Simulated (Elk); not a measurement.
# SrLaFe4: which magnetic order is lowest

A self-consistent run ends on one state, which hangs on the start. Several orders of SrLaFe4 are started in Elk and their energies compared.

Main program and level: Elk 11.2.3 (patched build); PBE; all-electron APW+lo, Dirac cores, scalar-relativistic bands.

## (1) The starting structure

It takes space group F-43m (No. 216, cubic). The conventional cell has a = 7.547 Å, b = 7.547 Å, c = 7.547 Å, α = 90.00°, β = 90.00°, γ = 90.00°. Nearest to La lie 12 Fe at 3.13 Å and 4 Sr at 3.27 Å. Sr has 12 Fe at 3.13 Å and 4 La at 3.27 Å nearest. Fe has 6 Fe at 2.63 to 2.71 Å and 3 Sr at 3.13 Å and 3 La at 3.13 Å nearest. invented: LaMgNi4 (F-43m) with Fe for Ni, Sr for Mg. Farther neighbours are not listed.

The cell is a made-up one and need not be a known phase.

The settings of this session are not all sound (see the inputs), so it shows what such settings give, not the properties of the crystal.

## (2) Run 1 (ferro ++++)

Parallel moments need no larger cell; this start tests for a ferromagnetic state only.

The last three numbers of an atom's line are a seed field in its sphere. It points against the wanted moment and shrinks by the factor reducebf each loop.

Input file elk.in:

```
tasks
  0

xctype
  20

rgkmax
  6.0

nempty
  5

swidth
  0.005

reducebf
  0.5

epsengy
  1e-05

maxscl
  100

lmaxi
  2

spinpol
  .true.

sppath
  './'

avec
  0.00000000000 7.13125191760 7.13125191760
  7.13125191760 0.00000000000 7.13125191760
  7.13125191760 7.13125191760 0.00000000000

atoms
  3
  'La.in'
  1
  0.0000000000 0.0000000000 0.0000000000   0.000000 0.000000 0.000000
  'Sr.in'
  1
  0.2500000000 0.2500000000 0.2500000000   0.000000 0.000000 0.000000
  'Fe.in'
  4
  0.6232195400 0.6232195400 0.6232195400   0.000000 0.000000 -0.084000
  0.6232195400 0.6232195400 0.1303413900   0.000000 0.000000 -0.084000
  0.1303413900 0.6232195400 0.6232195400   0.000000 0.000000 -0.084000
  0.6232195400 0.1303413900 0.6232195400   0.000000 0.000000 -0.084000

ngridk
  6 6 6
```

Command:

```console
$ OMP_NUM_THREADS=4 elk
```

Numbers of over 12 decimals in the logs are rounded to 6 here.

The log of the run:

```text
Warning(init1): few empty states an atom for a second variation :    5.000000000
 they are its basis, with spin, DFT+U, afieldc (12 by default), in Hartree-Fock and RDMFT; 30 and more for pressures
Warning(gndstate): core states of species 1 leak from the muffin-tin :   0.2230577961E-03

--- INFO.OUT ---
┌─────────────────────────┐
│ Elk code version 11.2.3 │
└─────────────────────────┘

All units are atomic (Hartree, Bohr, etc.)

┌─────────────────────────────────────────────────┐
│ Ground-state run starting from atomic densities │
└─────────────────────────────────────────────────┘

Lattice vectors :
   0.000000000       7.131251918       7.131251918
   7.131251918       0.000000000       7.131251918
   7.131251918       7.131251918       0.000000000

Reciprocal lattice vectors :
 -0.4405387287      0.4405387287      0.4405387287
  0.4405387287     -0.4405387287      0.4405387287
  0.4405387287      0.4405387287     -0.4405387287

Unit cell volume      :    725.3161227
Brillouin zone volume :   0.3419891075

Muffin-tin inner radius fraction :   0.1000000000E-01

Nuclei treated as point charges

Species : 1 (La)
 parameters loaded from : La.in
 name : lanthanum
 nuclear charge    :   -57.00000000
 electronic charge :    57.00000000
 atomic mass :    253209.2366
 muffin-tin radius :    2.800000000
 number of radial points in muffin-tin :   1393
 inner part over the whole radius :   0.9924947902E-02
 number on inner part of muffin-tin    :    996
 approximate nuclear radius :   0.9226798129E-04
 number of mesh points to nuclear radius :    505
 atomic positions (lattice), magnetic fields (Cartesian) :
  1 :   0.00000000  0.00000000  0.00000000    0.00000000  0.00000000  0.00000000

Species : 2 (Sr)
 parameters loaded from : Sr.in
 name : strontium
 nuclear charge    :   -38.00000000
 electronic charge :    38.00000000
 atomic mass :    159721.4892
 muffin-tin radius :    2.600000000
 number of radial points in muffin-tin :   1193
 inner part over the whole radius :   0.9909106339E-02
 number on inner part of muffin-tin    :    847
 approximate nuclear radius :   0.8067967193E-04
 number of mesh points to nuclear radius :    415
 atomic positions (lattice), magnetic fields (Cartesian) :
  1 :   0.25000000  0.25000000  0.25000000    0.00000000  0.00000000  0.00000000

Species : 3 (Fe)
 parameters loaded from : Fe.in
 name : iron
 nuclear charge    :   -26.00000000
 electronic charge :    26.00000000
 atomic mass :    101799.2075
 muffin-tin radius :    2.400000000
 number of radial points in muffin-tin :    993
 inner part over the whole radius :   0.9896234358E-02
 number on inner part of muffin-tin    :    700
 approximate nuclear radius :   0.7160107270E-04
 number of mesh points to nuclear radius :    332
 atomic positions (lattice), magnetic fields (Cartesian) :
  1 :   0.62321954  0.62321954  0.62321954    0.00000000  0.00000000 -0.08400000
  2 :   0.62321954  0.62321954  0.13034139    0.00000000  0.00000000 -0.08400000
  3 :   0.13034139  0.62321954  0.62321954    0.00000000  0.00000000 -0.08400000
  4 :   0.62321954  0.13034139  0.62321954    0.00000000  0.00000000 -0.08400000

Total number of atoms per unit cell :    6
Total muffin-tin volume :    397.1978424
 ratio of muffin-tin to unit cell volume :   0.5476203133

Spin treatment :
 spin-polarised
 global magnetic field (Cartesian) :    0.000000000       0.000000000       0.000000000
 collinear magnetisation in z-direction

Number of Bravais lattice symmetries :   48
Number of crystal symmetries         :   24
Crystal has no inversion symmetry
Complex Hermitian eigensolver will be used

k-point grid :      6     6     6
k-point offset :    0.000000000       0.000000000       0.000000000
k-point set is reduced with full crystal symmetry group
Total number of k-points :       22

Muffin-tin radius times maximum |G+k| :    6.000000000
 using average radius
Maximum |G+k| for APW functions       :    2.400000000
Maximum (1/2)|G+k|²                   :    2.880000000
Maximum |G| for potential and density :    12.00000000
Constant for pseudocharge density :    8
 order of it for each species :   15  15  15
 order of it for pair densities of each species (exact exchange by exxq0 0: 15) :    9   7   5
Radial integration step length :    1

G-vector grid sizes :     40    40    40
Number of G-vectors :    21187

Maximum angular momentum used for
 APW functions            :    8
 outer part of muffin-tin :    6
 inner part of muffin-tin :    2

Total nuclear charge    :   -199.0000000
Total core charge       :    114.0000000
Total valence charge    :    85.00000000
Total excess charge     :    0.000000000
Total electronic charge :    199.0000000

Effective Wigner radius, rₛ :   0.9546889192

Number of empty states         :     30
Total number of valence states :    146
Total number of core states    :    114

Third-order local-orbitals added for an l without core states : T
Total number of local-orbitals :    113

Exchange-correlation functional :     20     0     0
 Perdew-Burke-Ernzerhof, Phys. Rev. Lett. 77, 3865 (1996)
 gradient requirement :    1
 generalised gradient approximation (GGA)

Smearing type :    3
 Fermi-Dirac
Smearing width :   0.5000000000E-02
Effective electronic temperature (K) :    1578.875124

Mixing type :    3
 Broyden mixing, J. Phys. A: Math. Gen. 17, L317 (1984)

Kohn-Sham potential initialised from atomic data

┌──────────────────────────────┐
│ Self-consistent loop started │
└──────────────────────────────┘

┌─────────────────┐
│ Loop number : 1 │
└─────────────────┘

Energies :
 Fermi                       :     0.177765
 sum of occupied eigenvalues :     -10077.572194606
 electron kinetic            :      17528.807269998
 core electron kinetic       :      16867.863727490
 Coulomb                     :     -33764.991733251
 Coulomb potential           :     -26895.491776618
 nuclear-nuclear             :     -2054.2748226867
 electron-nuclear            :     -36585.260266167
 Hartree                     :      4874.5433556033
 Madelung                    :     -20317.245844942
 xc potential                :     -710.41956575632
 xc effective B-field        :    -0.417794
 external B-field            :      0.000000
 exchange                    :     -523.47759411527
 correlation                 :     -9.851652
 electron entropic           :    -0.13702341852251E-01
 total energy                :     -16769.527412064
 (external B-field energy excluded from total)

Density of states at Fermi energy :    157.9468406
 (states/Hartree/unit cell)

Estimated indirect band gap :   0.1213269796E-02
 from k-point 11 to k-point 17
Estimated direct band gap   :   0.3287832607E-02
 at k-point 11

Charges :
[...]
Energies :
 Fermi                       :     0.179063
 sum of occupied eigenvalues :     -10077.417680995
 electron kinetic            :      17528.072426025
 core electron kinetic       :      16866.387581467
 Coulomb                     :     -33764.805828791
 Coulomb potential           :     -26895.641791524
 nuclear-nuclear             :     -2054.2748226867
 electron-nuclear            :     -36584.735461878
 Hartree                     :      4874.2044557737
 Madelung                    :     -20316.984933029
 xc potential                :     -709.41509100968
 xc effective B-field        :    -0.418625
 external B-field            :      0.000000
 exchange                    :     -523.45010957700
 correlation                 :     -9.851693
 electron entropic           :    -0.13693879156708E-01
 total energy                :     -16770.048899052
 (external B-field energy excluded from total)

Density of states at Fermi energy :    157.7895142
 (states/Hartree/unit cell)

Estimated indirect band gap :   0.1438668620E-02
 from k-point 11 to k-point 17
Estimated direct band gap   :   0.3305130348E-02
 at k-point 11

Charges :
 core                        :    114.0000000
 valence                     :    85.00000000
 interstitial                :    8.133364761
 muffin-tins (core leakage)
  species : 1 (La)
   atom 1                    :    54.55728692     (  0.2332608119E-03)
  species : 2 (Sr)
   atom 1                    :    36.08209984     (  0.3003811198E-04)
  species : 3 (Fe)
   atom 1                    :    25.05681212     ( -0.2258116485E-06)
   atom 2                    :    25.05681212     ( -0.2258116485E-06)
   atom 3                    :    25.05681212     ( -0.2258116485E-06)
   atom 4                    :    25.05681212     ( -0.2258116485E-06)
 total in muffin-tins        :    190.8666352
 total calculated charge     :    198.9990537
 total charge                :    199.0000000
 error                       :   0.9463030178E-03

Moments :
 interstitial                :  -0.2160578025
 muffin-tins
  species : 1 (La)
   atom 1                    :  -0.2122182647
  species : 2 (Sr)
   atom 1                    :  -0.9304408866E-01
  species : 3 (Fe)
   atom 1                    :    2.316688575
   atom 2                    :    2.316688575
   atom 3                    :    2.316688575
   atom 4                    :    2.316688575
 total in muffin-tins        :    8.961491948
 total moment                :    8.745434146

RMS change in Kohn-Sham potential (target) :    3.965194016     (  0.1000000000E-05)
Absolute change in total energy (target)   :   0.5214869889     (  0.1000000000E-04)

[... loops 3 to 19 left out ...]

┌──────────────────┐
│ Loop number : 20 │
└──────────────────┘

Energies :
 Fermi                       :     0.284864
 sum of occupied eigenvalues :     -10060.313850942
 electron kinetic            :      17529.271168755
 core electron kinetic       :      16867.030980363
 Coulomb                     :     -33764.606332561
 Coulomb potential           :     -26895.409428014
 nuclear-nuclear             :     -2054.2748226867
 electron-nuclear            :     -36584.627213264
 Hartree                     :      4874.2957033894
 Madelung                    :     -20316.901618554
 xc potential                :     -693.77353552483
 xc effective B-field        :    -0.402056
 external B-field            :      0.000000
 exchange                    :     -523.31386967389
 correlation                 :     -9.855319
 electron entropic           :    -0.15205997814502E-01
 total energy                :     -16768.519558616
 (external B-field energy excluded from total)

Density of states at Fermi energy :    179.5893016
 (states/Hartree/unit cell)

Estimated indirect band gap :   0.8295664880E-03
 from k-point 8 to k-point 21
Estimated direct band gap   :   0.4658017474E-02
 at k-point 8

Charges :
 core                        :    114.0000000
 valence                     :    85.00000000
 interstitial                :    8.287440762
 muffin-tins (core leakage)
  species : 1 (La)
   atom 1                    :    54.80038225     (  0.2230577889E-03)
  species : 2 (Sr)
   atom 1                    :    36.18271941     (  0.2896095695E-04)
  species : 3 (Fe)
   atom 1                    :    24.93236440     ( -0.2258116965E-06)
   atom 2                    :    24.93236440     ( -0.2258116965E-06)
   atom 3                    :    24.93236440     ( -0.2258116965E-06)
   atom 4                    :    24.93236440     ( -0.2258116965E-06)
 total in muffin-tins        :    190.7125592
 total calculated charge     :    198.9990413
 total charge                :    199.0000000
 error                       :   0.9586559008E-03

Moments :
 interstitial                :  -0.3285372777
 muffin-tins
  species : 1 (La)
   atom 1                    :  -0.3017665510
  species : 2 (Sr)
   atom 1                    :  -0.1140096101
  species : 3 (Fe)
   atom 1                    :    2.251783223
   atom 2                    :    2.251783223
   atom 3                    :    2.251783223
   atom 4                    :    2.251783223
 total in muffin-tins        :    8.591356732
 total moment                :    8.262819454

RMS change in Kohn-Sham potential (target) :   0.1195367809E-06 (  0.1000000000E-05)
Absolute change in total energy (target)   :   0.7117148925E-05 (  0.1000000000E-04)

Convergence targets achieved

┌──────────────────┐
│ Loop number : 21 │
└──────────────────┘

Energies :
 Fermi                       :     0.284864
 sum of occupied eigenvalues :     -10060.313853512
 electron kinetic            :      17529.271175571
 core electron kinetic       :      16867.030982181
 Coulomb                     :     -33764.606340658
 Coulomb potential           :     -26895.409425420
 nuclear-nuclear             :     -2054.2748226867
 electron-nuclear            :     -36584.627232060
 Hartree                     :      4874.2957140884
 Madelung                    :     -20316.901627948
 xc potential                :     -693.77354723409
 xc effective B-field        :    -0.402056
 external B-field            :      0.000000
 exchange                    :     -523.31387073909
 correlation                 :     -9.855319
 electron entropic           :    -0.15205988332084E-01
 total energy                :     -16768.519560916
 (external B-field energy excluded from total)

Density of states at Fermi energy :    179.5891893
 (states/Hartree/unit cell)

Estimated indirect band gap :   0.8296076198E-03
 from k-point 8 to k-point 21
Estimated direct band gap   :   0.4658034168E-02
 at k-point 8

Charges :
 core                        :    114.0000000
 valence                     :    85.00000000
 interstitial                :    8.287440344
 muffin-tins (core leakage)
  species : 1 (La)
   atom 1                    :    54.80038216     (  0.2230577961E-03)
  species : 2 (Sr)
   atom 1                    :    36.18271937     (  0.2896095465E-04)
  species : 3 (Fe)
   atom 1                    :    24.93236453     ( -0.2258116361E-06)
   atom 2                    :    24.93236453     ( -0.2258116361E-06)
   atom 3                    :    24.93236453     ( -0.2258116361E-06)
   atom 4                    :    24.93236453     ( -0.2258116361E-06)
 total in muffin-tins        :    190.7125597
 total calculated charge     :    198.9990413
 total charge                :    199.0000000
 error                       :   0.9586560431E-03

Moments :
 interstitial                :  -0.3285411337
 muffin-tins
  species : 1 (La)
   atom 1                    :  -0.3017683521
  species : 2 (Sr)
   atom 1                    :  -0.1140102382
  species : 3 (Fe)
   atom 1                    :    2.251784626
   atom 2                    :    2.251784626
   atom 3                    :    2.251784626
   atom 4                    :    2.251784626
 total in muffin-tins        :    8.591359912
 total moment                :    8.262818778

┌──────────────────────────────┐
│ Self-consistent loop stopped │
└──────────────────────────────┘

Warning : core states of species 1 leak from the muffin-tin :   0.2230577961E-03

Wrote STATE.OUT
```

It took 2.5 min on 4 threads of Arm Neoverse V2, shared host; peak memory 0.69 GiB.

Spin moment in the muffin-tin sphere by atom:

```
atom  spin moment in the muffin-tin sphere (μB)
 La1                                      -0.30
 Sr2                                      -0.11
 Fe3                                       2.25
 Fe4                                       2.25
 Fe5                                       2.25
 Fe6                                       2.25
```

Numbers from this step:

```yaml
density_of_states_at_the_fermi_level: 6.600 states/eV/cell
moment_between_the_spheres: -0.3285 μB
magnetization: 8.263 μB
final_state: ferromagnetic
```

After 21 cycles the largest moment stands at 2.25 μB.

(Part 1 of 2 ends here.)

[Logs and program files are shortened in this print: banners, set-up blocks, solver, clock and traceback lines can be left out without a mark of their own.]

[Logs are printed without paths, hosts, clocks, repeated set-up lines and the standing remarks that a program may print on its own settings, such as how far it seeks lower states.]

[Hosts, paths, dates, database ids (printed as entryN), source tags and the programs' standing remarks are cut or masked in the printed files.]

[Where a cell is said to come from a database of computed structures, the database is the Materials Project.]
